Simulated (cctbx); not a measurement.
# Gd3Tl2Fe3 with cctbx, script by script

Library: cctbx 2025.11. The data are simulated by the first script.

## 1. Simulate the data

run.py:

```python
from cctbx import adptbx, crystal, miller, sgtbx, xray
from cctbx.array_family import flex
from iotbx.shelx import hklf
from scitbx import matrix
import scitbx.random

cs = crystal.symmetry(unit_cell=(9.861, 7.798, 9.5, 90, 90, 90), space_group_symbol='Hall: -C 2c 2')  # Cmcm
atoms = [  # label, site, U (iso, or U11 U22 U33 U12 U13 U23 in A^2), occupancy
    ("Tl1", (0.5, 0.1989, 0.5535), 0.0083, 1),
    ("Gd1", (0.1961, 0, 0), 0.0072, 1),
    ("Gd2", (0.5, 0.862, 0.75), 0.0091, 1),
    ("Fe1", (0.7187, 0.7806, 0.25), 0.0115, 1),
    ("Fe2", (0.5, 0.5025, 0.75), 0.0129, 1),
]
xs = xray.structure(crystal_symmetry=cs)
for label, site, u, occ in atoms:
    u = adptbx.u_cif_as_u_star(cs.unit_cell(), u) if isinstance(u, tuple) else u
    xs.add_scatterer(xray.scatterer(label, site=site, u=u, occupancy=occ))
xs.set_inelastic_form_factors(1.54184, "sasaki")
xs.show_summary()
p1 = xs.expand_to_p1()
ms = miller.build_set(p1, anomalous_flag=True, d_min=0.8)
flex.set_random_seed(406424)
scitbx.random.set_random_seed(406424)
ms = ms.select(flex.random_double(ms.size()) < 0.5)
i = ms.structure_factors_from_scatterers(p1, algorithm="direct").f_calc().as_intensity_array().data()
i = i * 5000 / flex.max(i)
sig = flex.sqrt(i + flex.pow2(0.04 * i) + 2 ** 2)
noise = scitbx.random.variate(scitbx.random.normal_distribution())(i.size())
data = ms.array(data=i + sig * noise, sigmas=sig).set_observation_type_xray_intensity()
with open("data.hkl", "w") as f:
    data.export_as_shelx_hklf(f)
print("reflections written:", data.size(), " <I/sigma> = %.1f" % flex.mean(data.data() / data.sigmas()))
for h, a, b in list(data.sort("data"))[:12]:
    print("%4d%4d%4d %9.1f %7.1f" % (h + (a, b)))
```

```console
$ python run.py
```

```text
Number of scatterers: 5
At special positions: 5
Unit cell: (9.861, 7.798, 9.5, 90, 90, 90)
Space group: C m c m (No. 63)
reflections written: 2925  <I/sigma> = 5.3
   0   0  -4    5082.2   211.0
   5  -3   0    4757.6   212.1
  -2  -2   2    4167.3   176.6
   2   2  -2    4134.6   176.6
   2  -2   2    4130.8   176.6
  -2   2   2    4107.3   176.6
  -2   2  -2    3991.0   176.6
   1   3   0    3966.6   177.4
  -3  -5  -2    3132.1   130.6
  -3   5  -2    3018.5   130.6
   3   1   3    2472.7   108.9
  -3   1  -3    2455.8   108.9
```

Run time: 0.28 s on 1 thread of Arm Neoverse V2 (shared host), peak memory 0.07 GiB.

## 2. Symmetry

run.py:

```python
from cctbx import crystal, sgtbx, statistics
from cctbx.array_family import flex
from iotbx.shelx import hklf

p1 = crystal.symmetry(unit_cell=(9.861, 7.798, 9.5, 90, 90, 90), space_group_symbol="P 1")
raw = hklf.reader(file_name="data.hkl").as_miller_arrays(crystal_symmetry=p1, anomalous=True)[0]
print(raw.size(), "reflections to d = %.3f A" % raw.d_min())
isig = raw.data() / raw.sigmas()
print("centring   violations  <I/sigma> of those")
best = "P"
for c in "ABCIRF":
    a = raw.customized_copy(space_group_info=sgtbx.space_group_info("Hall: %s 1" % c)).sys_absent_flags().data()
    m = flex.mean(isig.select(a))
    print("%5s %10d of %5d %8.1f" % (c, (isig.select(a) > 4).count(True), a.count(True), m))
    if (isig.select(a) > 4).count(True) < 0.01 * a.count(True):
        best = c
raw = raw.select(~raw.customized_copy(space_group_info=sgtbx.space_group_info("Hall: %s 1" % best)).sys_absent_flags().data())
isig = raw.data() / raw.sigmas()
rows = []
for s in sgtbx.space_group_symbol_iterator():
    g = sgtbx.space_group(s)
    if g.conventional_centring_type_symbol() != best or not g.is_compatible_unit_cell(p1.unit_cell(), 1e-3, 0.02):
        continue
    rows.append((s, g))
print("Laue class    unique    Rint  (classes that these axes allow; Friedel mates merged)")
rint = {}
for s, g in rows:
    laue = g.build_derived_patterson_group()
    key = laue.type().hall_symbol()
    if key not in rint:
        m = raw.customized_copy(space_group_info=laue.info(), anomalous_flag=False).merge_equivalents()
        rint[key] = m.r_int()
        print("%-14s %6d %7.3f" % (laue.type().lookup_symbol(), m.array().size(), m.r_int()))
floor = min(rint.values())
good = [(s, g) for s, g in rows if rint[g.build_derived_patterson_group().type().hall_symbol()] < 2 * floor + 0.03]
top = max(g.build_derived_patterson_group().order_z() for s, g in good)
print("space group    extra absences  I>4sigma  <I/sigma>")
for s, g in good:
    laue = g.build_derived_patterson_group()
    if laue.order_z() != top:
        continue
    a = raw.customized_copy(space_group_info=g.info()).sys_absent_flags().data()
    a &= ~raw.customized_copy(space_group_info=laue.info()).sys_absent_flags().data()
    bad = (isig.select(a) > 4).count(True)
    if bad <= 0.03 * a.count(True):
        print("%-16s %8d %10d %9s  %s" % (s.universal_hermann_mauguin(), a.count(True), bad, "%.1f" % flex.mean(isig.select(a)) if a.count(True) else "-", "centric" if g.is_centric() else "acentric"))
laue = max(good, key=lambda t: t[1].build_derived_patterson_group().order_z())[1].build_derived_patterson_group()
f = raw.customized_copy(space_group_info=laue.info(), anomalous_flag=False).merge_equivalents().array().eliminate_sys_absent().f_sq_as_f()
f.set_observation_type_xray_amplitude()
bins = max(3, min(8, f.size() // 12))
f.setup_binner(n_bins=bins)
w = statistics.wilson_plot(f, {e: n / laue.order_z() for e, n in {'Tl': 8.0, 'Gd': 12.0, 'Fe': 12.0}.items()}, e_statistics=True)
print("Wilson B = %.2f A^2   <|E^2-1|> = %.3f (0.968 centric, 0.736 acentric)   E^2>4: %.1f %%" % (w.wilson_b, w.mean_e_sq_minus_1, w.percent_e_sq_gt_2))
print("shell (A)         n   <I/sigma>")
m = raw.customized_copy(space_group_info=laue.info(), anomalous_flag=False).merge_equivalents().array().eliminate_sys_absent()
for b in m.setup_binner(n_bins=bins).range_used():
    sel = m.binner().selection(b)
    print("%5.2f - %4.2f %6d %8.1f" % (min(m.binner().bin_d_range(b)[0] if m.binner().bin_d_range(b)[0] > 0 else 99, 99), m.binner().bin_d_range(b)[1], sel.count(True), flex.mean((m.data() / m.sigmas()).select(sel))))
```

```console
$ python run.py
```

```text
2925 reflections to d = 0.801 A
centring   violations  <I/sigma> of those
    A        566 of  1443      5.3
    B        566 of  1465      5.3
    C          0 of  1458     -0.0
    I        549 of  1474      4.6
    R        804 of  1955      5.3
    F        566 of  2183      3.5
Laue class    unique    Rint  (classes that these axes allow; Friedel mates merged)
C 1 2/m 1         727   0.037
C 2/m 1 1         717   0.037
C m m m           433   0.041
space group    extra absences  I>4sigma  <I/sigma>
C 2 2 21                5          0       0.7  acentric
C 2 2 2                 0          0         -  acentric
C m m 2                 0          0         -  acentric
C m c 21               51          0       0.2  acentric
C 2 m m                 0          0         -  acentric
C m 2 m                 0          0         -  acentric
C 2 c m                51          0       0.2  acentric
C m c m                51          0       0.2  centric
C m m m                 0          0         -  centric
Wilson B = 1.02 A^2   <|E^2-1|> = 0.848 (0.968 centric, 0.736 acentric)   E^2>4: 2.4 %
shell (A)         n   <I/sigma>
 9.50 - 1.60     62     17.3
 1.60 - 1.27     53     22.1
 1.27 - 1.11     56     19.9
 1.11 - 1.01     55     17.0
 1.01 - 0.94     55     17.6
 0.94 - 0.88     46     16.0
 0.88 - 0.84     56     14.8
 0.84 - 0.80     50     14.9
```

Time: 0.28 s.

## 3. Charge flipping

run.py:

```python
import itertools
from cctbx import crystal, maptbx
from cctbx.array_family import flex
from iotbx.shelx import hklf
from smtbx.ab_initio import charge_flipping as cf

cs = crystal.symmetry(unit_cell=(9.861, 7.798, 9.5, 90, 90, 90), space_group_symbol='Hall: -C 2c 2')  # Cmcm
raw = hklf.reader(file_name="data.hkl").as_miller_arrays(crystal_symmetry=cs, anomalous=True)[0]
merged = raw.eliminate_sys_absent().merge_equivalents()
fo2 = merged.array().set_observation_type_xray_intensity()
f = fo2.average_bijvoet_mates().f_sq_as_f().resolution_filter(d_min=0.8)
p1 = f.expand_to_p1()
work = p1
flex.set_random_seed(86942)
it = cf.weak_reflection_improved_iterator(delta=None, weak_reflection_fraction=0.2)
it.start(work, phases=flex.random_double(p1.size()) * 6.2832, f_000=0)
it.delta = 0.9 * it.rho_map.sigma()
print("cycle      R  skewness")
for n, st in enumerate(itertools.islice(it, 300)):
    if n % 25 == 0:
        print("%5d %6.3f %8.2f" % (n, st.r1_factor(), st.rho_map.skewness()))
rho = p1.phase_transfer(it.f_calc).fft_map().apply_volume_scaling()
polish = cf.low_density_elimination_iterator(constant_rho_c=rho.sigma())
polish.start(f_obs=p1, phases=it.f_calc, f_000=0)
for _ in range(8):
    next(polish)
print("origin shift          correlation  skewness")
maps = []
for fc, shift, cc in itertools.islice(cf.f_calc_symmetrisations(f, polish.f_calc, 0), 4):
    m = f.phase_transfer(fc).fft_map(symmetry_flags=maptbx.use_space_group_symmetry, resolution_factor=0.25).apply_sigma_scaling()
    maps.append((m.skewness(), cc, m))
    print("%6.3f %6.3f %6.3f %10.3f %9.2f" % (tuple(shift) + (cc, m.skewness())))
skew, cc, m = max((t for t in maps if t[1] > maps[0][1] - 0.04), key=lambda t: t[0])
print("taken: symmetry correlation %.3f, skewness %.2f" % (cc, skew))
peaks = m.peak_search(parameters=maptbx.peak_search_parameters(min_distance_sym_equiv=0.9, max_clusters=10)).all()
sps = cs.special_position_settings(min_distance_sym_equiv=0.5)
print("peak      x       y       z  mult  height/sigma")
for k, (x, h) in enumerate(zip(peaks.sites(), peaks.heights())):
    ss = sps.site_symmetry(x)
    print("Q%-3d %7.4f %7.4f %7.4f %4d %8.1f" % ((k + 1,) + tuple(t % 1 for t in ss.exact_site()) + (ss.multiplicity(), h)))
```

```console
$ python run.py
```

```text
cycle      R  skewness
    0  0.602     0.18
   25  0.397     1.90
   50  0.394     2.07
   75  0.386     2.19
  100  0.399     2.22
  125  0.398     2.39
  150  0.396     2.57
  175  0.357     4.77
  200  0.328     4.69
  225  0.318     4.61
  250  0.317     4.59
  275  0.317     4.53
origin shift          correlation  skewness
 0.243  0.390  0.337      0.824      2.08
 0.200  0.408  0.137      0.799      1.32
 0.046  0.399  0.313      0.793      1.67
 0.029  0.418  0.109      0.787      0.93
taken: symmetry correlation 0.824, skewness 2.08
peak      x       y       z  mult  height/sigma
Q1    0.2033  0.3246  0.2500    8     10.5
Q2    0.0000  0.3043  0.0026    8      8.9
Q3    0.0000  0.9957  0.1992    8      5.8
Q4    0.0815  0.2584  0.5613   16      3.7
Q5    0.1911  0.4164  0.5222   16      3.4
Q6    0.2012  0.3085  0.6145   16      3.1
Q7    0.0000  0.3622  0.6929    8      3.0
Q8    0.0000  0.2650  0.2500    4      2.8
Q9    0.1144  0.0347  0.6528   16      2.7
Q10   0.2076  0.0528  0.6003   16      2.6
```

Time: 0.44 s.

## 4. Refinement (model from the peaks)

run.py:

```python
import math
from cctbx import adptbx, crystal, maptbx, sgtbx, xray
from cctbx.array_family import flex
from cctbx.xray import observations
from iotbx.shelx import hklf
from scitbx.lstbx import normal_eqns_solving
from smtbx import absolute_structure, utils
from smtbx.refinement import constraints, least_squares

cs = crystal.symmetry(unit_cell=(9.861, 7.798, 9.5, 90, 90, 90), space_group_symbol='Hall: -C 2c 2')  # Cmcm
atoms = [  # label, site, U (iso, or U11 U22 U33 U12 U13 U23 in A^2), occupancy
    ("Tl1", (0.2033, 0.3246, 0.25), 0.0200, 1),
    ("Gd1", (0, 0.3043, 0.0026), 0.0200, 1),
    ("Gd2", (0, 0.265, 0.25), 0.0200, 1),
]
xs = xray.structure(crystal_symmetry=cs)
for label, site, u, occ in atoms:
    u = adptbx.u_cif_as_u_star(cs.unit_cell(), u) if isinstance(u, tuple) else u
    xs.add_scatterer(xray.scatterer(label, site=site, u=u, occupancy=occ))
xs.set_inelastic_form_factors(1.54184, "sasaki")
raw = hklf.reader(file_name="data.hkl").as_miller_arrays(crystal_symmetry=cs, anomalous=True)[0]
merged = raw.eliminate_sys_absent().merge_equivalents()
fo2 = merged.array().set_observation_type_xray_intensity()
print("Rint %.3f, %d unique reflections to %.2f A" % (merged.r_int(), fo2.size(), fo2.d_min()))
for sc in xs.scatterers():
    sc.flags.set_grad_site(True)
    sc.flags.set_grad_u_aniso(sc.flags.use_u_aniso())
    sc.flags.set_grad_u_iso(sc.flags.use_u_iso())
obs = fo2.as_xray_observations()
extra = {}
rep = constraints.reparametrisation(xs, [], utils.connectivity_table(xs), **extra)
ls = least_squares.crystallographic_ls(obs, rep, weighting_scheme=least_squares.mainstream_shelx_weighting(a=0, b=0))
print("cycle     R1     wR2    GooF  max shift (A)")
for cycle in range(6):
    ls.build_up()
    r1, wr2, goof = ls.r1_factor(cutoff_factor=2)[0], ls.wR2(), ls.goof()
    old = xs.sites_cart()
    normal_eqns_solving.levenberg_marquardt_iterations(ls, n_max_iterations=3, tau=0.0001, step_threshold=1e-7)
    big = flex.max((xs.sites_cart() - old).norms())
    print("%4d %7.4f %7.4f %7.3f %9.5f" % (cycle + 1, r1, wr2, goof, big))
    ls.build_up(objective_only=True)
    if abs(ls.wR2() - wr2) < 5e-5 and big < 5e-4:
        break
ls.build_up()
print("final R1 %.4f wR2 %.4f GooF %.3f  parameters %d  data/parameter %.1f" % (ls.r1_factor(cutoff_factor=2)[0], ls.wR2(), ls.goof(), ls.n_parameters, fo2.size() / ls.n_parameters))
cov = ls.covariance_matrix_and_annotations()
su = dict(zip(cov.annotations, (math.sqrt(max(v, 0)) for v in cov.matrix.matrix_packed_u_diagonal())))
a2 = cs.unit_cell().reciprocal_parameters()[0] ** -2
print("atom        x        y        z      Ueq    occ   su(xyz)  su(Uiso or U11)")
for sc in xs.scatterers():
    s = max(su.get(sc.label + k, 0) for k in (".x", ".y", ".z"))
    npd = "" if sc.is_positive_definite_u(cs.unit_cell()) else "  NPD"
    print("%-5s %8.5f %8.5f %8.5f %8.4f %6.3f %8.5f %7.4f%s" % ((sc.label,) + sc.site + (sc.u_iso_or_equiv(cs.unit_cell()), sc.occupancy, s, su.get(sc.label + ".uiso", su.get(sc.label + ".u11", 0) * a2), npd)))
fo = fo2.f_sq_as_f()
fc = fo.structure_factors_from_scatterers(xs, algorithm="direct").f_calc()
diff = fo.f_obs_minus_f_calc(1 / math.sqrt(ls.scale_factor()), fc).average_bijvoet_mates()
m = diff.fft_map(symmetry_flags=maptbx.use_space_group_symmetry, resolution_factor=0.25).apply_volume_scaling()
print("difference map: max %.2f min %.2f rms %.2f" % (m.statistics().max(), m.statistics().min(), m.statistics().sigma()))
peaks = m.peak_search(parameters=maptbx.peak_search_parameters(min_distance_sym_equiv=0.6, max_clusters=7)).all()
near = xs.closest_distances(peaks.sites(), distance_cutoff=4)
sps = cs.special_position_settings(min_distance_sym_equiv=0.5)
for k, (x, h) in enumerate(zip(peaks.sites(), peaks.heights())):
    ss = sps.site_symmetry(x)
    print("Q%-3d %7.4f %7.4f %7.4f %4d %7.2f  %.2f A from %s" % ((k + 1,) + tuple(t % 1 for t in ss.exact_site()) + (ss.multiplicity(), h, near.smallest_distances[k], xs.scatterers()[near.i_seqs[k]].label)))
```

```console
$ python run.py
```

```text
Rint 0.041, 406 unique reflections to 0.80 A
cycle     R1     wR2    GooF  max shift (A)
   1  0.7954  0.9628  21.090   0.21324
   2  0.7505  0.9406  20.604   0.14704
   3  0.7415  0.9362  20.507   0.11829
   4  0.7313  0.9305  20.383   0.15619
   5  0.6899  0.9136  20.013   0.01547
   6  0.6893  0.9132  20.004   0.01073
final R1 0.6885 wR2 0.9126 GooF 19.991  parameters 8  data/parameter 50.8
atom        x        y        z      Ueq    occ   su(xyz)  su(Uiso or U11)
Tl1    0.19632  0.29648  0.25000   0.0021  1.000  0.00415  0.0077
Gd1    0.00000  0.35132 -0.04193   0.0001  1.000  0.00601  0.0092
Gd2    0.00000  0.30417  0.25000   0.0001  1.000  0.00835  0.0136
difference map: max 471.07 min -219.90 rms 38.00
Q1    0.1980  0.2983  0.2500    8  472.43  0.02 A from Tl1
Q2    0.0000  0.3571  0.5452    8  225.24  0.06 A from Gd1
Q3    0.0000  0.0012  0.1948    8  205.29  2.42 A from Gd2
Q4    0.0000  0.3117  0.2500    4  167.98  0.06 A from Gd2
Q5    0.2156  0.0000  0.0000    8  139.20  2.99 A from Tl1
Q6    0.1055  0.0943  0.7500    8  123.10  2.13 A from Tl1
Q7    0.0000  0.3214  0.0392    8  119.23  0.80 A from Gd1
```

Time: 0.65 s.

Figures of merit this high mean that the model is still wrong or incomplete.

## 5. Refinement (atoms added from the difference map)

run.py, as its changes from the last script of this kind:

```diff
@@ -12,3 +12,4 @@
-    ("Tl1", (0.2033, 0.3246, 0.25), 0.0200, 1),
-    ("Gd1", (0, 0.3043, 0.0026), 0.0200, 1),
-    ("Gd2", (0, 0.265, 0.25), 0.0200, 1),
+    ("Tl1", (0.19632, 0.29648, 0.25), 0.0030, 1),
+    ("Gd1", (0, 0.35132, -0.04193), 0.0030, 1),
+    ("Gd2", (0, 0.30417, 0.25), 0.0030, 1),
+    ("Fe1", (0.2156, 0, 0), 0.0200, 1),
@@ -59 +60 @@
-peaks = m.peak_search(parameters=maptbx.peak_search_parameters(min_distance_sym_equiv=0.6, max_clusters=7)).all()
+peaks = m.peak_search(parameters=maptbx.peak_search_parameters(min_distance_sym_equiv=0.6, max_clusters=6)).all()
```

```console
$ python run.py
```

```text
Rint 0.041, 406 unique reflections to 0.80 A
cycle     R1     wR2    GooF  max shift (A)
   1  0.6901  0.9169  20.136   0.14522
   2  0.6809  0.9102  19.987   0.36959
   3  0.6814  0.9094  19.972   0.24586
   4  0.6805  0.9085  19.951   0.02620
   5  0.6789  0.9068  19.914   0.14974
   6  0.6765  0.9040  19.853   0.33497
final R1 0.6707 wR2 0.8995 GooF 19.753  parameters 10  data/parameter 40.6
atom        x        y        z      Ueq    occ   su(xyz)  su(Uiso or U11)
Tl1    0.20932  0.28564  0.25000   0.0288  1.000  0.00476  0.0099
Gd1    0.00000  0.36021 -0.04414   0.0001  1.000  0.00495  0.0071
Gd2    0.00000  0.29920  0.25000   0.0001  1.000  0.00593  0.0105
Fe1    0.23610  0.00000  0.00000   0.1433  1.000  0.05620  0.1447
difference map: max 303.96 min -118.38 rms 28.48
Q1    0.0000  0.3094  0.2500    4  312.46  0.08 A from Gd2
Q2    0.0000  0.3630  0.5506    8  270.92  0.06 A from Gd1
Q3    0.2123  0.2914  0.2500    8  186.95  0.05 A from Tl1
Q4    0.2013  0.2904  0.7500    8  112.43  1.06 A from Tl1
Q5    0.0000  0.9971  0.1944    8  104.32  2.41 A from Gd2
Q6    0.1940  0.0000  0.0000    8   96.74  0.41 A from Fe1
```

Time: 0.69 s.

Figures of merit this high mean that the model is still wrong or incomplete.

## 6. Charge flipping

run.py, as its changes from the last script of this kind:

```diff
@@ -13,2 +13,3 @@
-work = p1
-flex.set_random_seed(86942)
+p1.setup_binner_counting_sorted(reflections_per_bin=max(40, p1.size() // 12))
+work = p1.array(data=p1.data() / p1.amplitude_quasi_normalisations().data())
+flex.set_random_seed(86943)
@@ -19,2 +20,2 @@
-for n, st in enumerate(itertools.islice(it, 300)):
-    if n % 25 == 0:
+for n, st in enumerate(itertools.islice(it, 600)):
+    if n % 50 == 0:
```

```console
$ python run.py
```

```text
cycle      R  skewness
    0  0.619     0.26
   50  0.385     1.50
  100  0.389     1.99
  150  0.388     2.09
  200  0.391     2.43
  250  0.424     3.64
  300  0.419     3.66
  350  0.435     3.82
  400  0.423     3.75
  450  0.426     3.62
  500  0.420     3.54
  550  0.433     3.63
origin shift          correlation  skewness
 0.075  0.437  0.382      0.780      0.83
 0.481  0.269  0.006      0.788      0.72
 0.373  0.160  0.329      0.759      1.17
 0.176  0.107  0.004      0.757      0.88
taken: symmetry correlation 0.759, skewness 1.17
peak      x       y       z  mult  height/sigma
Q1    0.0000  0.2143  0.2500    4      8.9
Q2    0.0000  0.1605  0.5976    8      6.2
Q3    0.1249  0.4094  0.5127   16      5.2
Q4    0.2492  0.1148  0.7500    8      3.7
Q5    0.2393  0.1809  0.0059   16      3.2
Q6    0.1403  0.0339  0.1038   16      3.2
Q7    0.0679  0.3092  0.5682   16      2.9
Q8    0.1616  0.5034  0.1839   16      2.8
Q9    0.0000  0.1146  0.0060    8      2.8
Q10   0.2495  0.4495  0.5349   16      2.7
```

Run time: 0.59 s on 1 thread of Arm Neoverse V2, with other jobs on the host, peak memory 0.08 GiB.

[Logs are printed without paths, hosts, clocks, repeated set-up lines and the standing remarks that a program may print on its own settings, such as how far it seeks lower states.]
